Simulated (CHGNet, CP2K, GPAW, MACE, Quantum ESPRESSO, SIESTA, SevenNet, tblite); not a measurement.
# (14,0) carbon nanotube bundle (112 atoms): other programs against plane waves

One geometry of (14,0) carbon nanotube bundle (112 atoms) is solved by several programs and methods. How far do their forces lie from a plane-wave PBE run?

Results are calculated, not measured.

## 1. The cell

The cell holds 112 atoms (112 C), with edges of 14.26, 14.26 and 8.37 Å. Recipe: graphene sheet (a = 2.46 Å) rolled into a (14,0) tube of diameter 10.96 Å, 2 periods, hexagonal bundle with 3.3 Å between walls; minimised with a classical potential (one cell length free). Then every atom was moved at random, 0.03 Å r.m.s. a Cartesian component. The density is 1.51 g/cm³.

## 2. The reference input

Quantum ESPRESSO 7.5: Kohn-Sham DFT, PBE, SSSP efficiency 1.3.0 pseudopotentials, plane waves. Its input, pw.in:

```
&control
  calculation = 'scf'
  pseudo_dir = './pseudo'
  outdir = './tmp'
  disk_io = 'none'
  tprnfor = .true.
  tstress = .true.
/
&system
  ibrav = 0
  nat = 112
  ntyp = 1
  ecutwfc = 45
  ecutrho = 360
  nosym = .true.
  occupations = 'smearing'
  smearing = 'fd'
  degauss = 0.003675
/
&electrons
  conv_thr = 5.6e-07
  electron_maxstep = 100
  mixing_beta = 0.2
  mixing_mode = 'local-TF'
  diagonalization = 'david'
/
ATOMIC_SPECIES
C 12.011 C.upf
CELL_PARAMETERS angstrom
14.26259 0.00000 0.00000
-7.13130 12.35177 0.00000
0.00000 0.00000 8.37084
ATOMIC_POSITIONS crystal
C 0.37612 0.99951 0.17367
C 0.41853 0.09838 0.08872
C 0.43694 0.18805 0.17664
C 0.43114 0.27070 0.09646
[... 106 atom lines left out ...]
C 0.32394 0.90228 0.92137
C 0.37839 0.00031 0.83899
K_POINTS gamma
```

```console
$ OMP_NUM_THREADS=1 mpirun -np 4 pw.x -in pw.in > output.txt
```

It took 3.3 min on 4 MPI ranks of Arm Neoverse V1, shared host; peak memory 4.1 GiB.

It converged with an r.m.s. force component of 2.0 eV/Å and a pressure of 12 GPa.

## 3. What was run beside it

- CHGNet: machine-learned potential, published weights.
- CP2K 2026.2: Gaussian basis with GTH pseudopotentials and a plane-wave density; labels give functional, basis (MOLOPT sets; SR short-range, UZH the newer set with its own potentials), grid cutoff/relative cutoff and solver (OT: orbital transformation; TRS4, TC2, SIGN: linear-scaling purification with its sparsity filter), or its built-in tight binding.
- GPAW 26.7.0: PAW with atomic orbitals (LCAO), plane waves or a real-space grid of spacing h.
- MACE: machine-learned potential, published weights.
- SIESTA 5.4.2: numerical atomic orbitals, whose automatically made sets are far from complete, with PseudoDojo norm-conserving potentials that we converted to its format (checked against plane waves on the same files for H, C, O, Si, Ge and Ca alone); labels give functional, basis size, energy shift and mesh cutoff.
- SevenNet: machine-learned potential, published weights.
- tblite 0.8.0: extended tight binding, driven from Python.

All use the same cell and atoms, and the electronic-structure runs the same k-mesh.

## 4. All runs compared

Differences are against the reference: forces as r.m.s. over components, share as that over the reference's r.m.s. force, slope as the fitted ratio of a run's forces to the reference's.

```
                                                         run  Δ force, r.m.s. (meV/Å)  share (%)  slope  Δ pressure (GPa)  cores  CPU time  memory (GiB)
                                                   reference                        -          -      -                 -      4    13 min           4.1
                                     CHGNet r2SCAN potential                      417       20.7  0.855             -2.43      1     5.4 s           2.2
              CP2K PBE, DZVP-UZH, 450/50 Ry, diagonalisation                     33.5       1.66  1.015             0.439      4    11 min           4.4
CP2K PBE, SZV-MOLOPT-SR, 450/50 Ry, diagonalisation (coarse)                      552       27.4  1.267              7.64      1   4.3 min           3.1
                                 GPAW PBE, LCAO dzp, h 0.2 Å                      162       8.02  1.067                 -      2   2.5 min           1.4
                    GPAW PBE, LCAO sz(dzp), h 0.2 Å (coarse)                      689       34.2  1.286                 -      1      41 s          0.68
                                GPAW PBE, plane waves 450 eV                     9.07       0.45  1.004             -2.21      2   7.6 min           1.6
                                 MACE MP-0b2 small potential                      380       18.8  0.864             -2.12      1     7.7 s          0.69
         SIESTA PBE, DZ, shift 0.01 Ry, mesh 300 Ry (coarse)                      358       17.7  1.163              6.91      2   1.9 min          0.92
                 SIESTA PBE, DZP, shift 0.01 Ry, mesh 300 Ry                      287       14.2  1.121              6.51      2     5 min           1.4
        SIESTA PBE, SZP, shift 0.01 Ry, mesh 300 Ry (coarse)                      558       27.7  1.222              14.2      2   3.7 min           1.2
                                     SevenNet l3i5 potential                      302       15.0  0.983            -0.564      1      14 s           2.0
                                             tblite GFN1-xTB                      139       6.87  0.978             -1.38      1       3 s          0.12
```

Rows marked coarse were listed beforehand as settings not expected to be converged; some can still land near the reference.

Times of the machine-learned potentials are mostly Python's start and the loading of weights.

CPU time is summed over cores on shared hosts, so it is rough.

## 5. What came out

Forces lie from 0.45 % (GPAW PBE, plane waves 450 eV) to 34 % (GPAW PBE, LCAO sz(dzp), h 0.2 Å, coarse) of the reference's r.m.s. force of 2.0 eV/Å away from it. Other PBE runs on plane waves or a grid: GPAW PBE, plane waves 450 eV 0.45 % of the r.m.s. force; the reference has errors of its own, so differences under a few per cent don't tell which side is nearer the exact PBE result. The PBE runs in local orbitals, coarse settings apart, differ by 1.7 % (CP2K PBE, DZVP-UZH, 450/50 Ry, diagonalisation) to 14 % (SIESTA PBE, DZP, shift 0.01 Ry, mesh 300 Ry); basis, grid and potentials can all enter. Tight binding differs by 6.9 % (tblite GFN1-xTB); it is another model, with fitted parameters of its own, and the xTB methods hold dispersion.

Machine-learned potentials differ by 15 % (SevenNet l3i5 potential) to 21 % (CHGNet r2SCAN potential); they were trained on other programs' data, some at another functional. Runs with settings chosen to be coarse differ by 18 % (SIESTA PBE, DZ, shift 0.01 Ry, mesh 300 Ry) to 34 % (GPAW PBE, LCAO sz(dzp), h 0.2 Å), their programs' other errors included. GPAW PBE, LCAO sz(dzp), h 0.2 Å stiffens the forces by a factor of 1.29 while following their directions (correlation 0.990); the slopes of the 3 GPAW runs lie between 1.00 and 1.29. Pressures at PBE, coarse settings apart, lie -2.21 to +6.51 GPa from the reference's.

**Limits.** Periodic xTB results under one method name differ between programs and library versions. The reference's pressure holds the uncorrected Pulay stress of its 45 Ry basis, so small pressure differences may be the reference's own error. Machine-learned potentials mimic data converged in k, so the reference's own k-point error enters their differences. The reference's stress is far from hydrostatic: its diagonal is 7.7, 7.8, 21.1 GPa, compression counted positive. The electronic-structure runs sample only Γ, in a cell whose shortest periodic width is 8 Å. The reference's pressure of 12 GPa reflects the volume that the recipe set, positions that aren't this level's minimum and the coarse k-sampling. The reference's PBE has no dispersion term. Where levels are smeared, the DFT runs use Fermi–Dirac occupations at 580 K (0.05 eV), and energies are free energies. The atoms were displaced at random, and shares hang on the size of the forces that this gives. The reference's cutoffs and mesh weren't converged further here.

[Logs are printed without paths, hosts, clocks, repeated set-up lines and the standing remarks that a program may print on its own settings, such as how far it seeks lower states.]

[Hosts, paths, dates, database ids (printed as entryN), source tags and the programs' standing remarks are cut or masked in the printed files.]

[Cells were taken only where this reference lay near another plane-wave run.]
